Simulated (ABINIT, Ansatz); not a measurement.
# GeTe3Pb (Pm-3m): phonons by linear response, part 2 of 4

How does GeTe3Pb (Pm-3m) vibrate, and is this structure a minimum?

ABINIT 10.8.3; DFT LDA, scalar-relativistic, plane waves, HGH norm-conserving pseudopotentials.

So far. Step 2 (Relaxation): The volume changes by +0.9 % from the cell with which this run began. The relaxed cell has a = 5.333 Å (conventional setting).

The structure was built from a prototype and need not be the compound's stable phase.

## Step 4: Zone-centre response

At q = 0 one unit cell holds all displacements. The response is solved for single atoms along the cell's directions, and symmetry skips those that follow from others. The crystal is treated as a metal, which screens a static field, so no field response is asked.

The input, dfpt_gamma.abi:

```

# common to the responses
getwfk_filepath "gso_WFK"
kptopt 2
nqpt 1
qpt 0.0 0.0 0.0
asr 0
chneut 0

# displacements
rfphon 1
rfatpol 1 5
rfdir 1 1 1
tolvrs 1.0d-10
prtwf 0

# basis, mesh and filling
ecut 20.0
ixc 7
ngkpt 4 4 4
nshiftk 1
shiftk 0.0 0.0 0.0
istwfk *1
occopt 6
tsmear 0.01
nband 20
nstep 100
diemac 1000000.0
prtebands 0
prtgsr 0
useylm 1

# cell and atoms
acell 3*1.0 Angstrom
rprim 
    5.332976838 0.0 0.0
    0.0 5.332976838 0.0
    0.0 0.0 5.332976838
ntypat 3
znucl 82 32 52
natom 5
typat 1 2 3 3 3
xred 
    0.0 0.0 0.0
    0.5 0.5 0.5
    0.5 0.5 0.0
    0.5 0.0 0.5
    0.0 0.5 0.5
pp_dirpath "./pseudo"
pseudos "Pb.hgh, Ge.hgh, Te.hgh"
```

The run is started by

```console
$ OMP_NUM_THREADS=1 mpirun -n 4 abinit dfpt_gamma.abi > dfpt_gamma.log
```

Numbers of over 12 decimals in the logs are rounded to 6 here.

dfpt_gamma.abo, the main output file:

```text
[banners, grids, parts of the stress and lines that vanish by symmetry left out]
- input  file    -> dfpt_gamma.abi
- output file    -> dfpt_gamma.abo
- root for input  files -> dfpt_gammai
- root for output files -> dfpt_gammao

 Symmetries : space group Pm -3 m (#221); Bravais cP (primitive cubic)
================================================================================
 Values of the parameters that define the memory need of the present run (RF).
     intxc =       0      iscf =       7    lmnmax =      14     lnmax =       6
     mgfft =      45  mpssoang =       3    mqgrid =    3001     natom =       5
  nloc_mem =       1    nspden =       1   nspinor =       1    nsppol =       1
      nsym =      48    n1xccc =       0    ntypat =       3    occopt =       6
   xclevel =       1
-    mband =          20        mffmem =           1         mkmem =           9
-   mkqmem =           9        mk1mem =           9           mpw =        4416
      nfft =       91125          nkpt =          36
- my_mband =          20
================================================================================
================================================================================

--------------------------------------------------------------------------------
------------- Echo of variables that govern the present computation ------------
--------------------------------------------------------------------------------
-
- outvars: echo of selected default values
-   iomode0 =  0 , fftalg0 =312 , wfoptalg0 =  0
-
- outvars: echo of global parameters not present in the input file
-  max_nthreads =    1
-
 -outvars: echo values of preprocessed input variables
 [... echo left out ...]
================================================================================

 chkinp: Checking input parameters for consistency.

[...]
== DATASET  1 ==================================================================
-   mpi_nproc: 4, omp_nthreads: 1 (-1 if OMP is not activated)

--- !DatasetInfo
iteration_state: {dtset: 1, }
dimensions: {natom: 5, nkpt: 36, mband: 20, nsppol: 1, nspinor: 1, nspden: 1, mpw: 4416, }
cutoff_energies: {ecut:  20.0, pawecutdg:  -1.0, }
electrons: {nelect:   2.60000000E+01, charge:   0.00000000E+00, occopt:   6.00000000E+00, tsmear:   1.00000000E-02, }
meta: {optdriver: 1, rfphon: 1, }
...

 mkfilename: getwfk from: gso_WFK

 Exchange-correlation functional for the present dataset will be:
  LDA: Perdew-Wang 92 LSD fit to Ceperley-Alder data - ixc=7
 Citation for XC functional:
  J.P.Perdew and Y.Wang, PRB 45, 13244 (1992)

 Real(R)+Recip(G) space primitive vectors, cartesian coordinates (Bohr,Bohr^-1):
 R(1)= 10.0778657  0.0000000  0.0000000  G(1)=  0.0992274  0.0000000  0.0000000
 R(2)=  0.0000000 10.0778657  0.0000000  G(2)=  0.0000000  0.0992274  0.0000000
 R(3)=  0.0000000  0.0000000 10.0778657  G(3)=  0.0000000  0.0000000  0.0992274
 Unit cell volume ucvol=  1.0235421E+03 bohr^3
 Angles (23,13,12)=  9.00000000E+01  9.00000000E+01  9.00000000E+01 degrees
 setup1 : take into account q-point for computing boxcut.

 getcut: wavevector=  0.0000  0.0000  0.0000  ngfft=  45  45  45
         ecut(hartree)=     20.000   => boxcut(ratio)=   2.16872

--- Pseudopotential description ------------------------------------------------
- pspini: atom type   1  psp file is ./pseudo/Pb.hgh

- pspini: atom type   2  psp file is ./pseudo/Ge.hgh

- pspini: atom type   3  psp file is ./pseudo/Te.hgh

   3.67683374E+03                                ecore*ucvol(ha*bohr**3)
--------------------------------------------------------------------------------

 ==>  initialize data related to q vector <==

 The list of irreducible perturbations for this q vector is:
    1)    idir= 1    ipert=   1
    2)    idir= 1    ipert=   2
    3)    idir= 1    ipert=   3
    4)    idir= 3    ipert=   3

[...]
The perturbation idir=   2  ipert=   1 is
 symmetric of a previously calculated perturbation.
 So, its SCF calculation is not needed.

 The perturbation idir=   3  ipert=   1 is
 symmetric of a previously calculated perturbation.
 So, its SCF calculation is not needed.

 The perturbation idir=   2  ipert=   2 is
 symmetric of a previously calculated perturbation.
 So, its SCF calculation is not needed.

 The perturbation idir=   3  ipert=   2 is
 symmetric of a previously calculated perturbation.
 So, its SCF calculation is not needed.

[...]
The perturbation idir=   2  ipert=   5 is
 symmetric of a previously calculated perturbation.
 So, its SCF calculation is not needed.

 The perturbation idir=   3  ipert=   5 is
 symmetric of a previously calculated perturbation.
 So, its SCF calculation is not needed.

--------------------------------------------------------------------------------
 Perturbation wavevector (in red.coord.)   0.000000  0.000000  0.000000
 Perturbation : displacement of atom   1   along direction   1
 Found     8 symmetries that leave the perturbation invariant.

[...]
dfpt_looppert : total number of electrons, from k and k+q
  fully or partially occupied states are    2.600000E+01 and    2.600000E+01.
 Initialisation of the first-order wave-functions :
  ireadwf=   0

--- !BeginCycle
iteration_state: {dtset: 1, }
solver: {iscf: 7, nstep: 100, nline: 4, wfoptalg: 0, }
tolerances: {tolvrs: 1.00E-10, }
...

     iter   2DEtotal(Ha)        deltaE(Ha) residm    vres2
-ETOT  1   42.691532793998     -4.923E+01 6.302E+00 1.672E+05
 ETOT  2  -1.356717     -4.405E+01 3.567E-01 4.419E+03
 ETOT  3  -2.522451     -1.166E+00 2.252E-02 2.323E+02
 ETOT  4  -2.576752     -5.430E-02 2.507E-03 1.747E+00
 ETOT  5  -2.577195     -4.427E-04 2.040E-04 1.819E-03
[...]
At SCF step   11       vres2   =  1.11E-12 < tolvrs=  1.00E-10 =>converged.
[...]
Mean square residual over all n,k,spin=   15.446E-10; max=  49.704E-08

 Thirteen components of 2nd-order total energy (hartree) are
 1,2,3: 0th-order hamiltonian combined with 1st-order wavefunctions
     kin0=   9.28879869E+01 eigvalue=   6.14515047E+00  local=  -4.83970986E+01
 4,5,6: 1st-order hamiltonian combined with 1st and 0th-order wfs
 loc psp =  -5.41054243E+01  Hartree=   2.33527870E+01     xc=  -1.15395216E+01
 note that "loc psp" includes a xc core correction that could be resolved
 7,8,9: eventually, occupation + non-local contributions
    edocc=   1.30332498E+01     enl0=   1.90191287E+01   enl1=  -1.34897941E+02
 1-9 gives the relaxation energy (to be shifted if some occ is /=2.0)
   erelax=  -9.45016826E+01
 10,11,12 Non-relaxation  contributions : frozen-wavefunctions and Ewald
 fr.local=  -7.99067105E+00 fr.nonlo=   6.33386099E+01  Ewald=   3.65765481E+01
 13,14 Frozen wf xc core corrections (1) and (2)
 frxc 1  =   0.00000000E+00  frxc 2 =   0.00000000E+00
 Resulting in :
 2DEtotal=   -0.2577195695E+01 Ha. Also 2DEtotal=   -0.701290674759E+02 eV
    (2DErelax=   -9.4501682649E+01 Ha. 2DEnonrelax=    9.1924486954E+01 Ha)
    (  non-var. 2DEtotal :   -2.5771957112E+00 Ha)

[...]
Perturbation wavevector (in red.coord.)   0.000000  0.000000  0.000000
 Perturbation : displacement of atom   2   along direction   1
 Found     8 symmetries that leave the perturbation invariant.

[...]
dfpt_looppert : total number of electrons, from k and k+q
  fully or partially occupied states are    2.600000E+01 and    2.600000E+01.
 Initialisation of the first-order wave-functions :
  ireadwf=   0

--- !BeginCycle
iteration_state: {dtset: 1, }
solver: {iscf: 7, nstep: 100, nline: 4, wfoptalg: 0, }
tolerances: {tolvrs: 1.00E-10, }
...

     iter   2DEtotal(Ha)        deltaE(Ha) residm    vres2
-ETOT  1   134.00564073808     -6.105E+01 7.885E-01 4.146E+05
[...]
At SCF step   10       vres2   =  9.84E-11 < tolvrs=  1.00E-10 =>converged.
[...]
Mean square residual over all n,k,spin=   20.647E-09; max=  65.328E-07

 Thirteen components of 2nd-order total energy (hartree) are
 1,2,3: 0th-order hamiltonian combined with 1st-order wavefunctions
     kin0=   1.81755405E+02 eigvalue=   1.03178908E+01  local=  -9.80326667E+01
 4,5,6: 1st-order hamiltonian combined with 1st and 0th-order wfs
 loc psp =  -8.05973240E+01  Hartree=   4.51837681E+01     xc=  -1.69107142E+01
 note that "loc psp" includes a xc core correction that could be resolved
 7,8,9: eventually, occupation + non-local contributions
    edocc=   1.45315526E+01     enl0=   5.67928310E+01   enl1=  -3.06678809E+02
 1-9 gives the relaxation energy (to be shifted if some occ is /=2.0)
   erelax=  -1.93638066E+02
 10,11,12 Non-relaxation  contributions : frozen-wavefunctions and Ewald
 fr.local=   2.84702596E+00 fr.nonlo=   1.55628705E+02  Ewald=   3.65765481E+01
 13,14 Frozen wf xc core corrections (1) and (2)
 frxc 1  =   0.00000000E+00  frxc 2 =   0.00000000E+00
 Resulting in :
 2DEtotal=    0.1414212754E+01 Ha. Also 2DEtotal=    0.384826894843E+02 eV
    (2DErelax=   -1.9363806647E+02 Ha. 2DEnonrelax=    1.9505227922E+02 Ha)
    (  non-var. 2DEtotal :    1.4142126339E+00 Ha)

[...]
Perturbation wavevector (in red.coord.)   0.000000  0.000000  0.000000
 Perturbation : displacement of atom   3   along direction   1
 Found     4 symmetries that leave the perturbation invariant.

[...]
dfpt_looppert : total number of electrons, from k and k+q
  fully or partially occupied states are    2.600000E+01 and    2.600000E+01.
 Initialisation of the first-order wave-functions :
  ireadwf=   0

--- !BeginCycle
iteration_state: {dtset: 1, }
solver: {iscf: 7, nstep: 100, nline: 4, wfoptalg: 0, }
tolerances: {tolvrs: 1.00E-10, }
...

     iter   2DEtotal(Ha)        deltaE(Ha) residm    vres2
-ETOT  1   207.14737544883     -1.727E+02 6.539E+00 7.068E+05
[...]
At SCF step   11       vres2   =  9.38E-12 < tolvrs=  1.00E-10 =>converged.
[...]
Mean square residual over all n,k,spin=   29.401E-10; max=  12.344E-07

 Thirteen components of 2nd-order total energy (hartree) are
 1,2,3: 0th-order hamiltonian combined with 1st-order wavefunctions
     kin0=   3.20481435E+02 eigvalue=   1.25123548E+01  local=  -8.01366790E+01
 4,5,6: 1st-order hamiltonian combined with 1st and 0th-order wfs
 loc psp =  -4.64672783E+02  Hartree=   9.32659817E+01     xc=  -3.61466731E+01
 note that "loc psp" includes a xc core correction that could be resolved
 7,8,9: eventually, occupation + non-local contributions
    edocc=   1.51292035E+01     enl0=   5.65996399E+01   enl1=  -2.98737742E+02
 1-9 gives the relaxation energy (to be shifted if some occ is /=2.0)
   erelax=  -3.81705263E+02
 10,11,12 Non-relaxation  contributions : frozen-wavefunctions and Ewald
 fr.local=   2.21000361E+02 fr.nonlo=   1.49924838E+02  Ewald=   8.89711669E+00
 13,14 Frozen wf xc core corrections (1) and (2)
 frxc 1  =   0.00000000E+00  frxc 2 =   0.00000000E+00
 Resulting in :
 2DEtotal=   -0.1882947581E+01 Ha. Also 2DEtotal=   -0.512376138988E+02 eV
    (2DErelax=   -3.8170526265E+02 Ha. 2DEnonrelax=    3.7982231507E+02 Ha)
    (  non-var. 2DEtotal :   -1.8829475644E+00 Ha)

[...]
Perturbation wavevector (in red.coord.)   0.000000  0.000000  0.000000
 Perturbation : displacement of atom   3   along direction   3
 Found     8 symmetries that leave the perturbation invariant.

--------------------------------------------------------------------------------

--------------------------------------------------------------------------------

 dfpt_looppert : total number of electrons, from k and k+q
  fully or partially occupied states are    2.600000E+01 and    2.600000E+01.
 Initialisation of the first-order wave-functions :
  ireadwf=   0

--- !BeginCycle
iteration_state: {dtset: 1, }
solver: {iscf: 7, nstep: 100, nline: 4, wfoptalg: 0, }
tolerances: {tolvrs: 1.00E-10, }
...

     iter   2DEtotal(Ha)        deltaE(Ha) residm    vres2
-ETOT  1   290.07845900156     -9.658E+01 2.484E+00 8.958E+05
[...]
ETOT 10   8.450674     -6.253E-13 1.339E-05 1.824E-10
 ETOT 11   8.450674      5.457E-12 5.208E-06 6.897E-12

 At SCF step   11       vres2   =  6.90E-12 < tolvrs=  1.00E-10 =>converged.
[...]
Mean square residual over all n,k,spin=   17.022E-09; max=  52.083E-07

 Thirteen components of 2nd-order total energy (hartree) are
 1,2,3: 0th-order hamiltonian combined with 1st-order wavefunctions
     kin0=   3.03572007E+02 eigvalue=   1.45774528E+01  local=  -7.46107870E+01
 4,5,6: 1st-order hamiltonian combined with 1st and 0th-order wfs
 loc psp =  -4.64422907E+02  Hartree=   9.54288321E+01     xc=  -3.39354250E+01
 note that "loc psp" includes a xc core correction that could be resolved
 7,8,9: eventually, occupation + non-local contributions
    edocc=   2.35233701E+01     enl0=   4.96506898E+01   enl1=  -2.91989373E+02
 1-9 gives the relaxation energy (to be shifted if some occ is /=2.0)
   erelax=  -3.78206140E+02
 10,11,12 Non-relaxation  contributions : frozen-wavefunctions and Ewald
 fr.local=   1.11225492E+02 fr.nonlo=   1.43594222E+02  Ewald=   1.31837100E+02
 13,14 Frozen wf xc core corrections (1) and (2)
 frxc 1  =   0.00000000E+00  frxc 2 =   0.00000000E+00
 Resulting in :
 2DEtotal=    0.8450673732E+01 Ha. Also 2DEtotal=    0.229954546948E+03 eV
    (2DErelax=   -3.7820614000E+02 Ha. 2DEnonrelax=    3.8665681373E+02 Ha)
    (  non-var. 2DEtotal :    8.4506739500E+00 Ha)

[...]
---- first-order wavefunction calculations are completed ----

 ==> Compute Derivative Database <==

 [... matrices left out ...]
  Phonon wavevector (reduced coordinates) :  0.00000  0.00000  0.00000
 Phonon energies in Hartree :
  -4.100076E-04 -4.100076E-04 -4.100076E-04 -3.302162E-04 -3.302162E-04
  -3.302162E-04 -2.403967E-04 -2.403967E-04 -2.403967E-04 -7.552242E-06
  -7.552241E-06 -7.552240E-06  7.558592E-04  7.558592E-04  7.558592E-04
 Phonon frequencies in cm-1    :
- -8.998626E+01 -8.998626E+01 -8.998626E+01 -7.247407E+01 -7.247407E+01
- -7.247407E+01 -5.276098E+01 -5.276098E+01 -5.276098E+01 -1.657525E+00
- -1.657525E+00 -1.657525E+00  1.658919E+02  1.658919E+02  1.658919E+02

== END DATASET(S) ==============================================================
================================================================================

 -outvars: echo values of variables after computation
            acell      1.8897261259E+00  1.8897261259E+00  1.8897261259E+00 Bohr
           etotal      8.4506737315E+00
            fcart      0.0000000000E+00  0.0000000000E+00  0.0000000000E+00
           strten      0.0000000000E+00  0.0000000000E+00  0.0000000000E+00
================================================================================
```

Wall time 2.3 min (4 MPI ranks of Arm Neoverse N1, shared host); 9.1 min of CPU time.

Numbers from this step:

```yaml
largest_acoustic_frequency_at_the_zone_centre_before_the_sum_rule: -1.66 cm⁻¹
highest_optical_zone_centre_mode_no_lo_to_term: 165.9 cm⁻¹
lowest_optical_zone_centre_mode: -89.99 cm⁻¹
```

The acoustic modes at Γ come out as far as 1.7 cm⁻¹ from zero, where they should vanish, a small numerical error. The lowest optical mode is imaginary, 90i cm⁻¹, an instability at this level and on this k mesh.

(Continued in part 3 of 4.)

[Host names and launcher messages were left out of these logs when they were recorded.]

[Logs are printed without paths, hosts, clocks, repeated set-up lines and the standing remarks that a program may print on its own settings, such as how far it seeks lower states.]

[Hosts, paths, dates, database ids (printed as entryN), source tags and the programs' standing remarks are cut or masked in the printed files.]
